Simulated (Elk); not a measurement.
BAs (F-43m): least direct gap against volume

The cell of BAs (F-43m) is scaled evenly and the response computed anew at each volume, on one mesh.

Cell: a, b, c = 3.378, 3.378, 3.378 Å (primitive vectors), 2 atoms.

Method: Elk 11.2.3 (patched build), PBE, independent particles, k-mesh 11×11×11, Lorentzian half width 0.15 eV.

Launch of the response step: `OMP_NUM_THREADS=4 elk`. The series took 2.0 min in all, its band step included, on 4 threads of AMD EPYC 7R13 Processor (Zen 3), with other jobs on the host.

| V/V₀ | V (Å³, primitive cell) | least direct gap (eV) |
| --- | --- | --- |
| 0.94 | 25.62 | 3.3627 |
| 0.96 | 26.16 | 3.3342 |
| 0.98 | 26.71 | 3.3070 |
| 1.00 | 27.25 | 3.2811 |
| 1.02 | 27.80 | 3.2563 |
| 1.04 | 28.34 | 3.2325 |
| 1.06 | 28.89 | ? |

For small changes the quantity should be close to linear in ln V.

Working, on the rows shown:

| x = ln(V/V₀) | y = least direct gap |
| --- | --- |
| -0.0618754 | 3.3627 |
| -0.040822 | 3.3342 |
| -0.0202027 | 3.307 |
| 0 | 3.2811 |
| 0.0198026 | 3.2563 |
| 0.0392207 | 3.2325 |

Means: x̄ = -0.010646, ȳ = 3.2956. Σ(x − x̄)(y − ȳ) = -0.009209, Σ(x − x̄)² = 0.007154. Slope = -0.009209 / 0.007154 = -1.287; intercept = ȳ − slope · x̄ = 3.2819. The line misses the rows shown by at most 0.0011 eV.

**Question.** Predict the last column of the withheld row from the fit.

**Answer.** At x = 0.058269 the line gives y = 3.2069 eV. The run gave 3.2095 eV, so the extrapolation is off by 0.0026 eV, 1.7 % of the range in the table.

Between the rows on either side of x = 0 the slope is (3.2563 − 3.307) / (0.019803 − (-0.020203)) = -1.267. That is a volume deformation potential of -1.3 eV: the least direct gap on this mesh widens by 13 meV for each per cent of compression. PBE gaps are as a rule too small. Spin-orbit coupling is left out.
